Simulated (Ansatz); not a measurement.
# How Rh (Rhodium, Fm-3m) expands on warming, part 3 of 4

Aim: the lattice, expansion, heat capacity and bulk modulus of Rhodium as it warms.

Ansatz 0.2.0; DFT PBEsol, scalar-relativistic, plane waves, PAW (the session's first sound run).

So far, principal linear expansion coefficients at 298 K (× 1e-6/K): step 5 (phonons on strained cells, functional PBEsol) 8.08. Also isothermal bulk modulus at 298 K (GPa): step 5 283.

The database entry behind the starting cell differs from later determinations by our own check (an axis about 0.2 % short against later determinations), so it need not match the best structure at ambient conditions.

## Step 6: A new level, relaxed again

The functional, the potentials or the cutoff change, so the crystal is relaxed again at the new setting.

This step: DFT PBE+D3(BJ), scalar-relativistic, plane waves, PAW (Ansatz 0.2.0).

File input.yaml:

```yaml
crystal:
  lattice:
    - [0.0, 1.8897979409, 1.8897979409]
    - [1.8897979409, 0.0, 1.8897979409]
    - [1.8897979409, 1.8897979409, 0.0]
  atoms:
    - { symbol: Rh, position: [0.0, 0.0, 0.0] }
kpoints:
  mp_grid: { grid: [20, 20, 20] }
hamiltonian:
  xc: pbe
  dispersion: d3bj
scf:
  occupations: { method: methfessel_paxton, width: 0.2 }
output:
  forces: true
  stress: true
  eigenvalues: true
relax:
  adjacent_minimum: "off"
  f_tol: 0.001
  max_steps: 60
  cell: { stress_tol: 0.01 }
```

On the command line:

```bash
ansatz run input.yaml --threads 4 --pin off --max-ram 8192MiB --backend cpu --events-out ev --progress --plain --runs-dir out
```

Numbers of over 12 decimals in the logs are rounded to 6 here.

The program printed:

```text
[...]
Crystal: 1 atoms, lattice volume = 13.498 Å³
Basis set: ecut = 420 eV, 259 PW (Γ), exchange–correlation on 36×36×36 points (8 copies of the dense FFT grid, shifted against one another)
Bands: 13, of which v1, the nominal top of the filled ones, is band 9 counted from 1 (8 counted from 0)
Symmetry: 48 space group operations
[...]
k-points: 256 of 8000
[...]
SCF iter   1: F=—  HF=-6403.530884 eV  |F-HF|=—  |Δ(HF+E_count)|=         —  Δρ=2.99e-3  dr2=4.11e-4  ethr=1.77e-3  ⟨swp⟩=4.7  Hψ=17808  notcnv=0
[...]
SCF iter   6: F=-6403.531146 eV  HF=-6403.531146 eV  |F-HF|=8.35e-10  |Δ(HF+E_count)|=   9.39e-8  S|Δr|=    0.00e0  Δρ=5.05e-6  dr2=6.37e-10  ethr=5.88e-10  ⟨swp⟩=4.3  Hψ=10908  notcnv=0
SCF 1 converged in 6 iterations: F = -6403.531146 eV  dr2 = 6.37e-10
[...]
relax step   1: F+E_penalty+E_count = -6403.53114604 eV  Δ(F+E_penalty+E_count) = +0.000e0 eV  max|allowed force component| = 0.000e0 eV/Å  Δτ_max = 0.0000 Å  P = +3.066 GPa  Ω = 13.498 Å³  (6 SCF iters, dr2 threshold 1.00e-7 eV, accepted)
Crystal: 1 atoms, lattice volume = 13.750 Å³
Basis set: ecut = 420 eV, 283 PW (Γ), exchange–correlation on 36×36×36 points (8 copies of the dense FFT grid, shifted against one another)
[...]
SCF iter   4: F=-6403.531575 eV  HF=-6403.531575 eV  |F-HF|=3.94e-8  |Δ(HF+E_count)|=   1.88e-6  S|Δr|=    0.00e0  Δρ=3.67e-5  dr2=4.47e-8  ethr=5.88e-10  ⟨swp⟩=3.1  Hψ=12123  notcnv=0
SCF 2 converged in 4 iterations: F = -6403.531575 eV  dr2 = 4.47e-8
relax step   2: F+E_penalty+E_count = -6403.53157522 eV  Δ(F+E_penalty+E_count) = -4.292e-4 eV  max|allowed force component| = 0.000e0 eV/Å  Δτ_max = 0.0000 Å  P = -2.184 GPa  Ω = 13.750 Å³  energy of the carried Pulay correction = -1.871e-4 eV  (4 SCF iters, dr2 threshold 1.00e-7 eV, accepted)
Crystal: 1 atoms, lattice volume = 13.644 Å³
[...]
SCF iter   4: F=-6403.532397 eV  HF=-6403.532397 eV  |F-HF|=4.71e-9  |Δ(HF+E_count)|=   2.30e-7  S|Δr|=    0.00e0  Δρ=1.33e-5  dr2=5.69e-9  ethr=5.88e-10  ⟨swp⟩=3.0  Hψ=11851  notcnv=0
SCF 3 converged in 4 iterations: F = -6403.532397 eV  dr2 = 5.69e-9
relax step   3: F+E_penalty+E_count = -6403.53239669 eV  Δ(F+E_penalty+E_count) = -8.215e-4 eV  max|allowed force component| = 0.000e0 eV/Å  Δτ_max = 0.0000 Å  P = -0.048 GPa  Ω = 13.644 Å³  energy of the carried Pulay correction = -1.088e-4 eV  (4 SCF iters, dr2 threshold 1.00e-7 eV, accepted)
[...]
relax step   4: F+E_penalty+E_count = -6403.53239878 eV  Δ(F+E_penalty+E_count) = -2.096e-6 eV  max|allowed force component| = 0.000e0 eV/Å  Δτ_max = 0.0000 Å  P = +0.001 GPa  Ω = 13.642 Å³  energy of the carried Pulay correction = -1.071e-4 eV  (3 SCF iters, dr2 threshold 5.73e-9 eV, accepted)
[...]
SCF iter   6: F=-6403.532507 eV  HF=-6403.532507 eV  |F-HF|=1.82e-12  |Δ(HF+E_count)|=  1.82e-12  S|Δr|=    0.00e0  Δρ=8.93e-9  dr2=3.49e-15  ethr=1.00e-12  ⟨swp⟩=4.0  Hψ=10933  notcnv=0
SCF 5 converged in 6 iterations: F = -6403.532507 eV  dr2 = 3.49e-15
relax step   5: F+E_penalty+E_count = -6403.53250741 eV  Δ(F+E_penalty+E_count) = -1.086e-4 eV  max|allowed force component| = 0.000e0 eV/Å  Δτ_max = 0.0000 Å  P = -0.003 GPa  Ω = 13.642 Å³  stress off target by 3.43e-3 GPa  SCF on the basis re-selected at this cell (its energy is not comparable with the rows above)  (6 SCF iters)
basis re-selected at this cell: Δ(F+E_penalty+E_count) = -1.086e-4 eV, ΔP = -0.004 GPa vs the last step (what re-selecting the basis moved, of the pressure what is left beyond the Pulay correction that the steps carried, after the strain that the cell walked since its last selection, with what the two solves' SCF thresholds leave and, on support functions, any second-order correction that the steps lacked; it is no measure of the basis error at this ecutwfc). This SCF's stress stands 3.43e-3 GPa from its target on what of the cell is left free (relax.cell.stress_tol is 1.00e-2 GPa) and its largest allowed force component is 0.00e0 eV/Å (relax.f_tol is 1.00e-3 eV/Å): [rest of the remark cut]
SCF converged after 6 iterations
[...]
Free energy (F): -6403.532507 eV
[...]
Internal energy: -6403.534669 eV  (E = F + TS)
E sigma→0 (E₀):  -6403.533048 eV
Entropy (-TS):   0.002161 eV (2.161 meV/atom)
Fermi energy:    22.621265 eV
[...]
--- Stress (GPa, compression-positive) ---
       -0.003428      -0.000000      -0.000000
       -0.000000      -0.003428      -0.000000
       -0.000000      -0.000000      -0.003428
  P = ⅓ Tr σ = -0.0034 GPa (-0.034 kbar)
--- Band table (eV; the first three rows and the last of 256) ---
  k-point 0: bands = [... 5 lower, 19.5005, 19.5005, 19.5005, 21.6136, 21.6136, 38.4112, 43.7875, 43.7875]
  k-point 1: bands = [... 5 lower, 19.4547, 19.5409, 19.5409, 21.5906, 21.5906, 38.5588, 43.2456, 43.9371]
  k-point 2: bands = [... 5 lower, 19.3357, 19.6498, 19.6498, 21.5373, 21.5373, 38.9644, 42.0436, 44.3697]
  k-point 255: bands = [... 5 lower, 18.7723, 18.7723, 21.3980, 23.6257, 32.3000, 32.3000, 33.9244, 35.3412]
--- Relaxed structure (4 steps of the walk, 4 accepted, 1 SCFs on fresh bases) ---
[...]
cell:  # Å, volume = 13.6418 Å³
    - [0, 1.896476, 1.896476]
    - [1.896476, 0, 1.896476]
    - [1.896476, 1.896476, 0]
  atoms:
    - { symbol: Rh, position: [0.0, 0.0, 0.0] }
```

Elapsed: 4 s, on 4 threads of Arm Neoverse V1, shared host; peak memory 0.33 GiB.

Relaxation path:

```
step  energy less that of the first step (eV)  largest force component (eV/Å)  pressure (GPa)  volume (Å³)
   1                                   0.0000                          0.0000            3.07        13.50
   2                                  -0.0004                          0.0000           -2.18        13.75
   3                                  -0.0013                          0.0000           -0.05        13.64
   4                                  -0.0013                          0.0000            0.00        13.64
  5*                                  -0.0014                          0.0000            0.00        13.64
```

Relaxation steps marked * repeat the geometry before them on a plane-wave basis chosen anew for their cell, so energy and pressure can jump there.

```csv
"conventional cell, symmetrised",before,after,change
a (Å),3.780,3.793,+0.4 %
b (Å),3.780,3.793,+0.4 %
c (Å),3.780,3.793,+0.4 %
volume (Å³/atom),13.50,13.64,+1.1 %
```

Final coordinates:

```xyz
1
Lattice="0.0000 1.8965 1.8965 1.8965 0.0000 1.8965 1.8965 1.8965 0.0000" Properties=species:S:1:pos:R:3 pbc="T T T"
Rh    0.0000    0.0000    0.0000
```

Numbers from this step:

```yaml
pressure: -0.003428 GPa
volume_per_atom: 13.64 Å³
```

The residual pressure is -0.0034 GPa, small enough for phonons.

## Step 7: The quasi-harmonic study

Thermal expansion follows from how the free energy of the vibrations (and of the electrons in a metal) changes with strain, so the program makes strained cells, their phonons and a fit in one run.

input.yaml, the sections that differ from step 6:

```yaml
crystal:
  lattice:
    - [0.0, 1.8964762832, 1.8964762832]
    - [1.8964762832, 0.0, 1.8964762832]
    - [1.8964762832, 1.8964762832, 0.0]
  atoms:
    - { symbol: Rh, position: [0.0, 0.0, 0.0] }
output:
  eigenvalues: true
phonons:
  method: dfpt
  qmesh: [4, 4, 4]
  temperatures: { t_max: 1200.0, t_step: 50 }
  thermal_expansion: {}
# kpoints, hamiltonian, scf: as in step 6
# relax: removed
```

The program printed:

```text
[...]
Crystal: 1 atoms, lattice volume = 13.642 Å³
Basis set: ecut = 487.2 eV, 331 PW (Γ), exchange–correlation on 40×40×40 points (8 copies of the dense FFT grid, shifted against one another)
Bands: 13, of which v1, the nominal top of the filled ones, is band 9 counted from 1 (8 counted from 0)
Symmetry: 48 space group operations
[...]
k-points: 256 of 8000
[...]
SCF iter   1: F=—  HF=-6403.534108 eV  |F-HF|=—  |Δ(HF+E_count)|=         —  Δρ=3.02e-3  dr2=3.72e-4  ethr=1.77e-3  ⟨swp⟩=4.7  Hψ=17897  notcnv=0
[...]
SCF iter   8: F=-6403.534464 eV  HF=-6403.534464 eV  |F-HF|=0.00e0  |Δ(HF+E_count)|=  4.55e-12  S|Δr|=    0.00e0  Δρ=8.66e-8  dr2=5.69e-13  ethr=1.00e-12  ⟨swp⟩=4.7  Hψ=11544  notcnv=0
SCF 1 converged in 8 iterations: F = -6403.534464 eV  dr2 = 5.69e-13
[...]
relax step   1: F+E_penalty+E_count = -6403.53446410 eV  Δ(F+E_penalty+E_count) = +0.000e0 eV  max|allowed force component| = 0.000e0 eV/Å  Δτ_max = 0.0000 Å  (8 SCF iters, accepted)
SCF converged after 8 iterations
[...]
Free energy (F): -6403.534464 eV
[...]
Internal energy: -6403.536626 eV  (E = F + TS)
E sigma→0 (E₀):  -6403.535005 eV
Entropy (-TS):   0.002162 eV (2.162 meV/atom)
Fermi energy:    22.620547 eV
[...]
--- Stress (GPa, compression-positive) ---
       -0.034993       0.000000       0.000000
        0.000000      -0.034993       0.000000
       -0.000000       0.000000      -0.034993
  P = ⅓ Tr σ = -0.0350 GPa (-0.350 kbar)
--- Band table (eV; the first three rows and the last of 256) ---
  k-point 0: bands = [... 5 lower, 19.5000, 19.5000, 19.5000, 21.6128, 21.6128, 38.4107, 43.7865, 43.7865]
  k-point 1: bands = [... 5 lower, 19.4542, 19.5405, 19.5405, 21.5899, 21.5899, 38.5582, 43.2436, 43.9343]
  k-point 2: bands = [... 5 lower, 19.3353, 19.6494, 19.6494, 21.5365, 21.5365, 38.9638, 42.0422, 44.3669]
  k-point 255: bands = [... 5 lower, 18.7718, 18.7718, 21.3972, 23.6250, 32.2985, 32.2985, 33.9239, 35.3400]
── thermal expansion: 3 new cells, 3 in all ──
thermal expansion: variable-cell relaxation of cell 1
thermal expansion: relaxation of cell 1
thermal expansion: relaxation of cell 2
thermal expansion: relaxation of cell 3
── thermal expansion: 2 new cells, 5 in all ──
thermal expansion: relaxation of cell 4
thermal expansion: lower-state search of cell 4
thermal expansion: electrons of cell 4
thermal expansion: phonons of cell 4
thermal expansion: relaxation of cell 5
thermal expansion: electrons of cell 1
thermal expansion: electrons of cell 2
thermal expansion: electrons of cell 3
thermal expansion: electrons of cell 5
thermal expansion: phonons of cell 5
── thermal expansion: 5 new cells, 10 in all ──
thermal expansion: relaxation of cell 6
thermal expansion: relaxation of cell 7
thermal expansion: relaxation of cell 8
thermal expansion: relaxation of cell 9
thermal expansion: relaxation of cell 10
thermal expansion: electrons of cell 6
thermal expansion: electrons of cell 7
thermal expansion: electrons of cell 8
thermal expansion: electrons of cell 9
thermal expansion: electrons of cell 10
thermal expansion: phonons of cell 6
thermal expansion: phonons of cell 7
--- Relaxed structure (1 steps of the walk, 1 accepted, 0 SCFs on fresh bases) ---
  F+E_penalty+E_count = -6403.53446410 eV   max|allowed force component| = 0.000e0 eV/Å
  atoms:
    - { symbol: Rh, position: [0.0, 0.0, 0.0] }
--- Thermal expansion: 10 cells in 3 rounds, 0 GPa ---
  no lower state was reached at cell 4; its state was not examined: fill_not_monotonic
  without vibrations: a 2.68195, b 2.68195, c 2.68195 Å, V 13.6407 Å³, B 281.95 GPa
  at 0 K: a 2.68483, b 2.68483, c 2.68483 Å, V 13.6846 Å³, B 278.82 GPa
  zero-point expansion: a +0.107, b +0.107, c +0.107, V +0.322 %
[...]
0.00    2.68483    2.68483    2.68483    13.6846 |    0.00    0.00    0.00    0.00 |   16.11 |     0.000     0.000 |   278.82   278.82
   150.00    2.68612    2.68612    2.68612    13.7044 |    6.58    6.58    6.58   19.73 |   22.72 |    20.148    20.015 |   275.59   277.42
   298.15    2.68914    2.68914    2.68914    13.7507 |    8.22    8.22    8.22   24.65 |       - |    24.735    24.331 |   269.66   274.15
   400.00    2.69146    2.69146    2.69146    13.7863 |    8.69    8.69    8.69   26.07 |   25.44 |    25.927    25.328 |   265.37   271.65
   550.00    2.69508    2.69508    2.69508    13.8420 |    9.22    9.22    9.22   27.66 |   26.38 |    27.151    26.242 |   258.83   267.78
   700.00    2.69891    2.69891    2.69891    13.9011 |    9.71    9.71    9.71   29.14 |   27.23 |    28.224    26.969 |   252.01   263.73
   850.00    2.70295    2.70295    2.70295    13.9636 |   10.23   10.23   10.23   30.68 |   28.06 |    29.294    27.647 |   244.92   259.51
  1000.00    2.70721    2.70721    2.70721    14.0297 |   10.77   10.77   10.77   32.31 |   28.91 |    30.398    28.303 |   237.54   255.13
  1150.00    2.71170    2.71170    2.71170    14.0997 |   11.36   11.36   11.36   34.08 |   29.80 |    31.545    28.939 |   229.86   250.56
  1200.00    2.71326    2.71326    2.71326    14.1240 |   11.57   11.57   11.57   34.70 |   30.10 |    31.937    29.145 |   227.23   249.00
[...]
vibrations' free energy: its fit passes through its cells
[...]
free energies summed between the sampled wave vectors
[...]
the energies and the vibrations are of d3bj (s6 = 1.0, s8 = 0.7875, a1 = 0.4289, a2_bohr = 4.4407) at the weights and the pressure of the crystal at rest
[...]
```

It took 17 min on 4 threads; peak memory 4.1 GiB.

Numbers from this step:

- pressure: -0.03499 GPa
- volume expansion coefficient at 298 K: 24.65 1e-6/K
- C_P at 298 K: 24.73 J/mol-atom/K
- entropy at 298 K: 31.61 J/mol-atom/K
- isothermal bulk modulus at 298 K: 269.7 GPa
- Grüneisen parameter at 298 K: 2.263
- volume at 298 K: 13.75 Å³/atom
- principal linear expansion coefficients at 298 K: 8.218, 8.218, 8.218 1e-6/K

Strained cells of the study; zero-point energy where phonons were solved; the pressures are stresses at a fixed cutoff and can carry an offset from the finite basis. Expansion cells, by row:

```
cell  |a| (Å)  |b| (Å)  |c| (Å)  V (Å³/atom)  E - E_lowest (meV/atom)  pressure, compression positive (GPa)  gap (eV)  zero-point energy (meV/atom)
   1    2.682    2.682    2.682        13.64                        0                                -0.101         -                             -
   2    2.703    2.703    2.703        13.97                    6.758                                -6.435         -                             -
   3    2.661    2.661    2.661        13.32                    6.964                                 7.062         -                             -
   4    2.682    2.682    2.682        13.64                    0.001                                -0.151         -                         33.35
   5    2.696    2.696    2.696        13.85                    2.754                                -4.205         -                          32.2
   6     2.71     2.71     2.71        14.07                    11.25                                -8.162         -                            31
   7    2.724    2.724    2.724        14.29                    24.74                                 -11.7         -                         29.84
   8    2.656    2.656    2.656        13.24                    10.87                                 8.947         -                             -
   9    2.669    2.669    2.669        13.44                    2.623                                 4.227         -                             -
  10    2.745    2.745    2.745        14.62                    54.09                                -16.46         -                             -
```

[end of part 3 of 4]

[Logs are printed without paths, hosts, clocks, repeated set-up lines and the standing remarks that a program may print on its own settings, such as how far it seeks lower states.]

[Hosts, paths, dates, database ids (printed as entryN), source tags and the programs' standing remarks are cut or masked in the printed files.]

[A step with changed settings may run another functional than the one named; its input shows which.]
